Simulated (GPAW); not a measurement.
# Geometry or basis: what sets the conductance of CO in line between two Li chains

Aim: the conductance of CO in line between two Li chains after relaxation, and whether geometry, basis or functional moves it most.

Main program and level: GPAW 26.7.0; GPAW LCAO, PAW setups; relaxation of the junction within the symmetry of its start, lead ends held, in the first sound run; inputs show where later runs differ.

This is a report of a sequence of runs, with most program output left out.

## 1. Starting point

The cell holds 14 atoms: 12 Li, 1 C and 1 O. Cell: a = 9.000 Å, b = 9.000 Å, c = 37.447 Å, α = 90.0°, β = 90.0°, γ = 90.0°. Regions: left lead, 6 atoms (6 Li); channel, 2 atoms (1 C and 1 O); right lead, 6 atoms (6 Li). Vacuum lies along a and b. The structure is stacked along c, and the current runs across the ab planes.

## 2. Relaxing the atoms

Transmission follows bond lengths closely, so the atoms between the held lead ends are relaxed first, within whatever symmetry the start has.

File run.py:

```python
import json
from ase import Atoms
from ase.constraints import FixAtoms
from ase.optimize import BFGS
from gpaw import GPAW, FermiDirac

device = Atoms(
    ['Li', 'Li', 'Li', 'Li', 'Li', 'Li', 'C', 'O', 'Li', 'Li', 'Li', 'Li', 'Li', 'Li'],
    positions=[
        [4.50000, 4.50000, 1.47500],
        [4.50000, 4.50000, 4.42500],
        [4.50000, 4.50000, 7.37500],
        [4.50000, 4.50000, 10.32500],
        [4.50000, 4.50000, 13.27500],
        [4.50000, 4.50000, 16.22500],
        [4.50000, 4.50000, 18.19870],
        [4.50000, 4.50000, 19.35870],
        [4.50000, 4.50000, 21.22230],
        [4.50000, 4.50000, 24.17230],
        [4.50000, 4.50000, 27.12230],
        [4.50000, 4.50000, 30.07230],
        [4.50000, 4.50000, 33.02230],
        [4.50000, 4.50000, 35.97230]],
    cell=[[9.0, 0.0, 0.0], [0.0, 9.0, 0.0], [0.0, 0.0, 37.4473]],
    pbc=True)

device.set_constraint(FixAtoms([0, 1, 2, 3, 4, 9, 10, 11, 12, 13]))
device.calc = GPAW(mode='lcao', basis='dzp', xc='PBE', h=0.18,
                   kpts={'size': (1, 1, 2), 'gamma': True},
                   symmetry={'tolerance': 1e-3, 'extra_ids': [1, 1, 1, 1, 1, 0, 0, 0, 0, 1, 1, 1, 1, 1]},
                   occupations=FermiDirac(0.1), maxiter=250,
                   mixer=dict(beta=0.1, nmaxold=8, weight=100.0),
                   convergence=dict(density=0.0001), txt='relax.txt')
path = []
opt = BFGS(device, maxstep=0.15)
opt.attach(lambda: path.append((device.get_potential_energy(), device.positions.tolist(), device.get_forces().tolist())))
relaxed = bool(opt.run(fmax=0.05, steps=50))
json.dump(dict(relaxed=relaxed, path=path, positions=device.positions.tolist(), moments=device.get_magnetic_moments().tolist(),
               forces=device.get_forces(apply_constraint=False).tolist()), open('result.json', 'w'))
```

Started as:

```bash
$ OMP_NUM_THREADS=1 OPENBLAS_NUM_THREADS=1 python run.py
```

The job ended after 4.3 min (1 thread of Arm Neoverse V1, shared host; peak memory 1.5 GiB).

The steps of the relaxation:

```csv
step,energy less that of the first step (eV),largest force (eV/Å)
1,0.0000,4.3070
2,0.0833,4.4985
3,-0.0902,1.0115
4,-0.1031,0.4091
5,-0.1085,0.3517
6,-0.1290,0.0903
7,-0.1298,0.0652
8,-0.1301,0.0481
```

The atoms that moved most (Å):

```csv
atom,dx,dy,dz,length
Li6,0.000,0.000,-0.092,0.092
Li9,0.000,0.000,0.068,0.068
O8,0.000,0.000,0.042,0.042
C7,0.000,0.000,-0.006,0.006
```

The relaxation lowered the energy of the cell by 0.130 eV (energies extrapolated to zero smearing; the optimiser's log prints free energies). The largest force left on a free atom is 0.048 eV/Å.

## 3. GPAW, dzp

Localised orbitals split the wire into layers that couple to their neighbours alone, which is what the Green's function method needs; double zeta with polarisation is the usual level for numbers.

This step: GPAW LCAO, PAW setups; Landauer transmission from Green's functions with principal layers (ASE), zero bias (GPAW 26.7.0).

File run.py:

```python
import json
import numpy as np
from ase import Atoms
from ase.transport.calculators import TransportCalculator
from gpaw import GPAW, FermiDirac
from gpaw.lcao.tools import get_lcao_hamiltonian
from scipy.linalg import eigh

# The junction with lead layers at both ends, along the third cell vector
device = Atoms(
    ['Li', 'Li', 'Li', 'Li', 'Li', 'Li', 'C', 'O', 'Li', 'Li', 'Li', 'Li', 'Li', 'Li'],
    positions=[
        [4.50000, 4.50000, 1.47500],
        [4.50000, 4.50000, 4.42500],
        [4.50000, 4.50000, 7.37500],
        [4.50000, 4.50000, 10.32500],
        [4.50000, 4.50000, 13.27500],
        [4.50000, 4.50000, 16.13290],
        [4.50000, 4.50000, 18.19243],
        [4.50000, 4.50000, 19.40065],
        [4.50000, 4.50000, 21.29056],
        [4.50000, 4.50000, 24.17230],
        [4.50000, 4.50000, 27.12230],
        [4.50000, 4.50000, 30.07230],
        [4.50000, 4.50000, 33.02230],
        [4.50000, 4.50000, 35.97230]],
    cell=[[9.0, 0.0, 0.0], [0.0, 9.0, 0.0], [0.0, 0.0, 37.4473]],
    pbc=True)

# One principal layer of the lead: the first 3 atoms of the device
lead = Atoms(
    ['Li', 'Li', 'Li'],
    positions=[
        [4.50000, 4.50000, 1.47500],
        [4.50000, 4.50000, 4.42500],
        [4.50000, 4.50000, 7.37500]],
    cell=[[9.0, 0.0, 0.0], [0.0, 9.0, 0.0], [0.0, 0.0, 8.85]],
    pbc=True)

settings = dict(mode='lcao', basis='dzp', xc='PBE', h=0.18,
                occupations=FermiDirac(0.1), maxiter=250,
                mixer=dict(beta=0.1, nmaxold=8, weight=100.0),
                convergence=dict(density=0.0001))
energies = np.arange(-2, 2 + 1e-9, 0.025)
eta = 0.0001
n1, n2 = 1, 1
# k and -k transmit alike, so half of the mesh across the current serves
mesh = [(i, j) for i in range(n1) for j in range(n2) if (i, j) <= (-i % n1, -j % n2)]
weights = np.array([1 if (i, j) == (-i % n1, -j % n2) else 2 for i, j in mesh]) / (n1 * n2)


def ground_state(atoms, size, txt):
    atoms.calc = GPAW(kpts={'size': size, 'gamma': True}, symmetry={'tolerance': 1e-3}, txt=txt, **settings)
    atoms.get_potential_energy()
    return atoms.calc.get_fermi_level()


def blocks(atoms, fermi, points, nz, cells):
    """H - E_F S and S between cell 0 and the cells above it, at each point across the current."""
    kz = np.arange(nz) / nz
    calc = atoms.calc.fixed_density(kpts=[(*k, z) for k in points for z in kz], symmetry='off', txt=None)
    H, S = get_lcao_hamiltonian(calc)
    H = (H - fermi * S).reshape(len(H), len(points), nz, *S.shape[1:])
    S = S.reshape(H.shape[1:])
    phases = [np.exp(-2j * np.pi * kz * R) / nz for R in cells]
    return [(np.einsum('skzij,z->ksij', H, p), np.einsum('kzij,z->kij', S, p)) for p in phases]


def pair(a, b):
    return np.block([[a, b], [b.T.conj(), a]])


def count_channels(h, s, cells, nk=240):
    """Half the number of times that the lead's bands cross each energy, unfolded to its shortest repeat."""
    b = len(h) // cells
    bands = []
    for k in (np.arange(nk + 1) + 0.5) / nk:
        hk, sk = h[:b, :b].copy(), s[:b, :b].copy()
        for R in range(1, cells):
            phase, block = np.exp(2j * np.pi * k * R), slice(R * b, (R + 1) * b)
            hk += h[:b, block] * phase + (h[:b, block] * phase).T.conj()
            sk += s[:b, block] * phase + (s[:b, block] * phase).T.conj()
        w, u = eigh(sk)
        x = u[:, w > 1e-5] / w[w > 1e-5]**0.5  # drop near-dependent combinations
        bands.append(np.r_[eigh(x.T.conj() @ hk @ x, eigvals_only=True), [1e9] * (w <= 1e-5).sum()])
    below = np.array(bands)[:, :, None] < energies
    return (below[1:] != below[:-1]).sum((0, 1)) / 2


fermi_lead = ground_state(lead, (1, 1, 13), 'lead.txt')
fermi_device = ground_state(device, (1, 1, 2), 'device.txt')
T, channels, eigen, tail, misfit, shifts = [], [], [], 0.0, 0.0, []
for first in range(0, len(mesh), 566):
    points = [(i / n1, j / n2) for i, j in mesh[first:first + 566]]
    (H0k, S0k), (H1k, S1k), (H2k, _) = blocks(lead, fermi_lead, points, 5, range(3))
    [(Hk, Sk)] = blocks(device, fermi_device, points, 2, [0])
    tail = max(tail, abs(H2k).max())
    for H0, S0, H1, S1, H, S in zip(H0k, S0k, H1k, S1k, Hk, Sk):
        n = len(S0)
        # Shift the lead onto the potential of the device's first layer
        shift = ((H[:, 0, 0] - H0[:, 0, 0]) / S0[0, 0]).real.mean()
        shifts.append(shift)
        misfit = max(misfit, abs(H[:, :n, :n] - H0 - shift * S0).max())
        Tk, Ck, Ek = [], [], []
        for s in range(len(H)):
            t = s % len(H0)  # a lead without moments serves both spins
            h1, s1 = pair(H0[t] + shift * S0, H1[t] + shift * S1), pair(S0, S1)
            leads = dict(h1=h1, s1=s1, energies=energies, eta=eta, eta1=eta, eta2=eta)
            calc = TransportCalculator(h=H[s], s=S, eigenchannels=3, **leads)
            Tk.append(calc.get_transmission())
            Ek.append(np.sort(calc.eigenchannels_ne, axis=0)[::-1])
            Ck.append(count_channels(h1, s1, 6))
        T.append(Tk)
        channels.append(Ck)
        eigen.append(Ek)
T, channels = np.array(T), np.array(channels)
mean, open_channels = np.einsum('kse,k->se', T, weights), np.einsum('kse,k->se', channels, weights)

print(f'basis functions: device {len(S)}, principal layer {n}')
print(f'Fermi level: lead {fermi_lead:.4f} eV, device {fermi_device:.4f} eV; lead shifted by {np.mean(shifts):.4f} eV')
print(f'largest coupling past the next layer {tail:.2e} eV, largest misfit of the first layer {misfit:.3f} eV')
print('  E-E_F (eV)   ' + 'T (one spin)  channels')
for e, t, c in zip(energies, mean.T, open_channels.T):
    print(f'{e:10.3f}  ', *[f'{x:11.4e}' for x in t], *[f'{x:9.4f}' for x in c])

kT = 8.617333e-5 * 300
fine = np.linspace(energies[0], energies[-1], 4001)
both = np.exp(np.interp(fine, energies, np.log(np.maximum(mean.sum(0) * 2 / len(mean), 1e-30))))
fermi = lambda mu: 1 / (1 + np.exp(np.clip((fine - mu) / kT, -200, 200)))
slope = fermi(0) * (1 - fermi(0)) / kT
G = np.trapezoid(both * slope, fine) / 2
seebeck = -np.trapezoid(both * slope * fine, fine) / (2 * G * 300) * 1e6
print(f'conductance at 300 K: {G:.5g} G0 a cell; thermopower {seebeck:.4g} uV/K')
bias = [0.1, 0.2, 0.5, 1.0, 1.5, 2.0]
current = [38.74 * np.trapezoid(both * (fermi(V / 2) - fermi(-V / 2)), fine) for V in bias]
for V, I in zip(bias, current):
    print(f'current from the zero-bias T(E) at {V} V: {I:.5g} uA')
zero = abs(energies).argmin()
json.dump(dict(energies=energies.tolist(), T=mean.tolist(), channels=open_channels.tolist(), G=G, seebeck=seebeck,
               bias=bias, current=current, tail=tail, misfit=misfit, shift=np.mean(shifts), n_device=len(S), n_lead=n,
               fermi=[fermi_lead, fermi_device], energy=device.get_potential_energy(),
               moments=device.get_magnetic_moments().tolist(), mesh=mesh, weights=weights.tolist(),
               T_k=T[:, :, zero].tolist(), eigen=np.array(eigen[0]).tolist()), open('result.json', 'w'))
```

Wall time 68 s (1 thread); peak memory 1.6 GiB.

Numbers from this step:

```
conductance                                             : 0.001433 G₀
thermopower                                             : 5.250 μV/K
largest coupling past the next principal layer          : 1.28e-8 eV
largest misfit of the first principal layer             : 0.03288 eV
shift that aligns the lead                              : 0.001054 eV
basis functions of the junction                         : 86
basis functions of a principal layer                    : 15
transmission at the Fermi level (one spin)              : 0.001445
open channels of the lead at the Fermi level (one spin) : 1
```

One spin. The transmission, zone mean by energy, zero at the Fermi level:

```csv
energy (eV),"transmission, zone mean"
-2.000,0
-1.900,0
-1.800,0
-1.700,0
-1.600,0
-1.500,0
-1.400,0
-1.300,0
-1.200,0
-1.100,0
-1.000,0
-0.900,0
-0.800,2.7e-12
-0.700,0.00102
-0.600,0.00124
-0.500,0.00128
-0.400,0.00131
-0.300,0.00137
-0.200,0.00145
-0.100,0.00150
0.000,0.00144
0.100,0.00129
0.200,0.00109
0.300,9.0e-4
0.400,7.3e-4
0.500,5.8e-4
0.600,4.5e-4
0.700,3.3e-4
0.800,2.1e-4
0.900,1.1e-4
1.000,3.0e-5
1.100,1.2e-9
1.200,3.5e-5
1.300,1.5e-4
1.400,3.5e-4
1.500,6.4e-4
1.600,1.0e-3
1.700,0.00140
1.800,0.00178
1.900,0.00207
2.000,0.00217
```

Crossings of the lead's bands, unfolded to its shortest repeat. Open channels, zone mean against energy, zero at the Fermi level:

```csv
energy (eV),"open channels, zone mean"
-0.800,0
-0.600,1
-0.400,1
-0.200,1
0.000,1
0.200,1
0.400,1
0.600,1
0.800,1
1.000,1
1.200,1
1.400,1
1.600,1
1.800,1
2.000,1
```

Not self-consistent under bias; the bias window is split evenly. Current through one cell, from the zero-bias transmission against bias:

```csv
bias (V),"current through one cell, from the zero-bias transmission (nA)"
0.100,11.1
0.200,22.0
0.500,52.2
1.000,93.1
1.500,122
2.000,126
```

Transmission of the three most open eigenchannels against energy, zero at the Fermi level:

```csv
energy (eV),channel 1,channel 2 = channel 3
-0.800,2.7e-12,0
-0.600,0.00124,0
-0.400,0.00131,0
-0.200,0.00145,0
0.000,0.00144,0
0.200,0.00109,0
0.400,7.3e-4,0
0.600,4.5e-4,0
0.800,2.1e-4,0
1.000,3.0e-5,0
1.200,3.5e-5,0
1.400,3.5e-4,0
1.600,1.0e-3,0
1.800,0.00178,0
2.000,0.00217,0
```

Couplings past the next layer reach 1.3e-8 eV, small enough to drop; the matrix elements of the cell's first layer differ from the bulk lead's by up to 0.033 eV. That layer keeps its own values in the calculation, and only beyond it is the lead taken as perfect. The Fermi levels of lead and junction count from different zeros of potential, one for each periodic cell; with both set to zero, the small remaining shift is what aligns them. By hand: G = 0.001433 × 77.48 μS = 0.111 μS, a resistance of 9004 kΩ; at 0.1 V a linear junction would pass 0.0111 μA, and the integral over the bias window gives 0.0111 μA. Mott's formula, S = -(π²/3)(k_B²T/e) d ln T/dE, has the prefactor 7.33 μV/K·eV at 300 K; T = 0.001468 at -0.025 eV and 0.001415 at 0.025 eV give a slope of -0.742 per eV and S = 5.44 μV/K, beside 5.25 μV/K from the thermal integral, which interpolates the same grid.

## 4. GPAW, szp: basis = "szp(dzp)"

One radial function a shell plus polarisation makes the matrices smaller; the question is what that costs.

Changes to run.py since step 3:

```diff
@@ -39,3 +39,3 @@
 
-settings = dict(mode='lcao', basis='dzp', xc='PBE', h=0.18,
+settings = dict(mode='lcao', basis='szp(dzp)', xc='PBE', h=0.18,
                 occupations=FermiDirac(0.1), maxiter=250,
```

The job ended after 60 s (1 thread; peak memory 1.6 GiB).

Numbers from this step:

| Property | Result |
| --- | --- |
| conductance | 0.003766 G₀ |
| largest coupling past the next principal layer | 1.26e-8 eV |
| largest misfit of the first principal layer | 0.03360 eV |
| shift that aligns the lead | 9.35e-4 eV |
| basis functions of the junction | 66 |
| basis functions of a principal layer | 12 |
| transmission at the Fermi level (one spin) | 0.003792 |

One spin. The transmission, zone mean by energy, zero at the Fermi level:

energy (eV), transmission, zone mean and a bar:
```
   -2.000    0.00000 
   -1.900    0.00000 
   -1.800    0.00000 
   -1.700    0.00000 
   -1.600    0.00000 
   -1.500    0.00000 
   -1.400    0.00000 
   -1.300    0.00000 
   -1.200    0.00000 
   -1.100    0.00000 
   -1.000    0.00000 
   -0.900    0.00000 
   -0.800    0.00000 
   -0.700    0.00169 #############
   -0.600    0.00222 ##################
   -0.500    0.00252 ####################
   -0.400    0.00276 ######################
   -0.300    0.00305 ########################
   -0.200    0.00339 ###########################
   -0.100    0.00368 #############################
    0.000    0.00379 ##############################
    0.100    0.00368 #############################
    0.200    0.00342 ###########################
    0.300    0.00312 #########################
    0.400    0.00286 #######################
    0.500    0.00266 #####################
    0.600    0.00250 ####################
    0.700    0.00235 ###################
    0.800    0.00219 #################
    0.900    0.00199 ################
    1.000    0.00175 ##############
    1.100    0.00149 ############
    1.200    0.00122 ##########
    1.300    0.00096 ########
    1.400    0.00071 ######
    1.500    0.00050 ####
    1.600    0.00033 ###
    1.700    0.00019 ##
    1.800    0.00010 #
    1.900    0.00004 
    2.000    0.00001
```

Crossings of the lead's bands, unfolded to its shortest repeat. Table of open channels, zone mean by energy, zero at the Fermi level:

```csv
energy (eV),"open channels, zone mean"
-0.800,0
-0.600,1
-0.400,1
-0.200,1
0.000,1
0.200,1
0.400,1
0.600,1
0.800,1
1.000,1
1.200,1
1.400,1
1.600,1
1.800,1
2.000,1
```

Not self-consistent under bias; the bias window is split evenly. The current through one cell, from the zero-bias transmission by bias:

```csv
bias (V),"current through one cell, from the zero-bias transmission (nA)"
0.100,29.1
0.200,57.8
0.500,138
1.000,251
1.500,336
2.000,377
```

Transmission of the three most open eigenchannels against energy, zero at the Fermi level:

```csv
energy (eV),channel 1,channel 2 = channel 3
-0.800,0,0
-0.700,0.00169,0
-0.600,0.00222,0
-0.500,0.00252,0
-0.400,0.00276,0
-0.300,0.00305,0
-0.200,0.00339,0
-0.100,0.00368,0
0.000,0.00379,0
0.100,0.00368,0
0.200,0.00342,0
0.300,0.00312,0
0.400,0.00286,0
0.500,0.00266,0
0.600,0.00250,0
0.700,0.00235,0
0.800,0.00219,0
0.900,0.00199,0
1.000,0.00175,0
1.100,0.00149,0
1.200,0.00122,0
1.300,9.6e-4,0
1.400,7.1e-4,0
1.500,5.0e-4,0
1.600,3.3e-4,0
1.700,1.9e-4,0
1.800,9.5e-5,0
1.900,3.6e-5,0
2.000,7.4e-6,0
```

The conductance, 0.00377 G₀, lies 163 % above that of the dzp run.

## 5. GPAW, sz: basis = "sz(dzp)"

One function for each valence shell of the setup, as for a first survey of a large system.

Changes to run.py since step 4:

```diff
@@ -39,3 +39,3 @@
 
-settings = dict(mode='lcao', basis='szp(dzp)', xc='PBE', h=0.18,
+settings = dict(mode='lcao', basis='sz(dzp)', xc='PBE', h=0.18,
                 occupations=FermiDirac(0.1), maxiter=250,
```

It took 35 s on 1 thread; peak memory 1.5 GiB.

Numbers from this step:

* conductance: 0.02073 G₀
* thermopower: 3.561 μV/K
* largest coupling past the next principal layer: 1.25e-8 eV
* largest misfit of the first principal layer: 0.01060 eV
* shift that aligns the lead: 0.007616 eV
* basis functions of the junction: 20
* basis functions of a principal layer: 3
* transmission at the Fermi level (one spin): 0.02074

One spin. Transmission, zone mean against energy, zero at the Fermi level:

energy (eV), transmission, zone mean and a bar:
```
   -2.000     0.0000 
   -1.800     0.0000 
   -1.600     0.0000 
   -1.400     0.0000 
   -1.200     0.0000 
   -1.000     0.0026 ###
   -0.800     0.0225 #############################
   -0.775     0.0227 #############################
   -0.600     0.0213 ############################
   -0.400     0.0218 ############################
   -0.200     0.0223 #############################
    0.000     0.0207 ###########################
    0.200     0.0188 ########################
    0.400     0.0178 #######################
    0.600     0.0179 #######################
    0.800     0.0190 #########################
    1.000     0.0205 ###########################
    1.200     0.0219 #############################
    1.400     0.0229 ##############################
    1.525     0.0231 ##############################
    1.600     0.0230 ##############################
    1.800     0.0220 #############################
    2.000     0.0200 ##########################
```

The conductance, 0.0207 G₀, lies a factor of 14 above that of the dzp run.

## 6. LDA in the dzp basis: xc = "LDA"

Back in the dzp basis, the functional changes from PBE to LDA, to set the spread between functionals beside that between bases.

Changes to run.py since step 5:

```diff
@@ -39,3 +39,3 @@
 
-settings = dict(mode='lcao', basis='sz(dzp)', xc='PBE', h=0.18,
+settings = dict(mode='lcao', basis='dzp', xc='LDA', h=0.18,
                 occupations=FermiDirac(0.1), maxiter=250,
```

The job ended after 47 s (1 thread; peak memory 1.6 GiB).

Numbers from this step:

```
conductance                                    : 0.001970 G₀
thermopower                                    : 2.798 μV/K
largest coupling past the next principal layer : 5.76e-9 eV
largest misfit of the first principal layer    : 0.02878 eV
shift that aligns the lead                     : 0.001096 eV
basis functions of the junction                : 86
basis functions of a principal layer           : 15
transmission at the Fermi level (one spin)     : 0.001986
```

One spin. Table of transmission, zone mean by energy, zero at the Fermi level:

energy (eV), transmission, zone mean and a bar:
```
   -2.000    0.00000 
   -1.800    0.00000 
   -1.600    0.00000 
   -1.400    0.00000 
   -1.200    0.00000 
   -1.000    0.00000 
   -0.800    0.00000 
   -0.600    0.00133 ####################
   -0.400    0.00158 ########################
   -0.200    0.00187 ############################
   -0.050    0.00201 ##############################
    0.000    0.00199 ##############################
    0.200    0.00161 ########################
    0.400    0.00118 ##################
    0.600    0.00086 #############
    0.800    0.00056 ########
    1.000    0.00025 ####
    1.200    0.00003 
    1.400    0.00004 #
    1.600    0.00033 #####
    1.800    0.00077 ############
    2.000    0.00094 ##############
```

The conductance, 0.00197 G₀, lies 37 % above that of the dzp run.

(Continued in part 2 of 2.)

[Logs are printed without paths, hosts, clocks, repeated set-up lines and the standing remarks that a program may print on its own settings, such as how far it seeks lower states.]

[Hosts, paths, dates, database ids (printed as entryN), source tags and the programs' standing remarks are cut or masked in the printed files.]
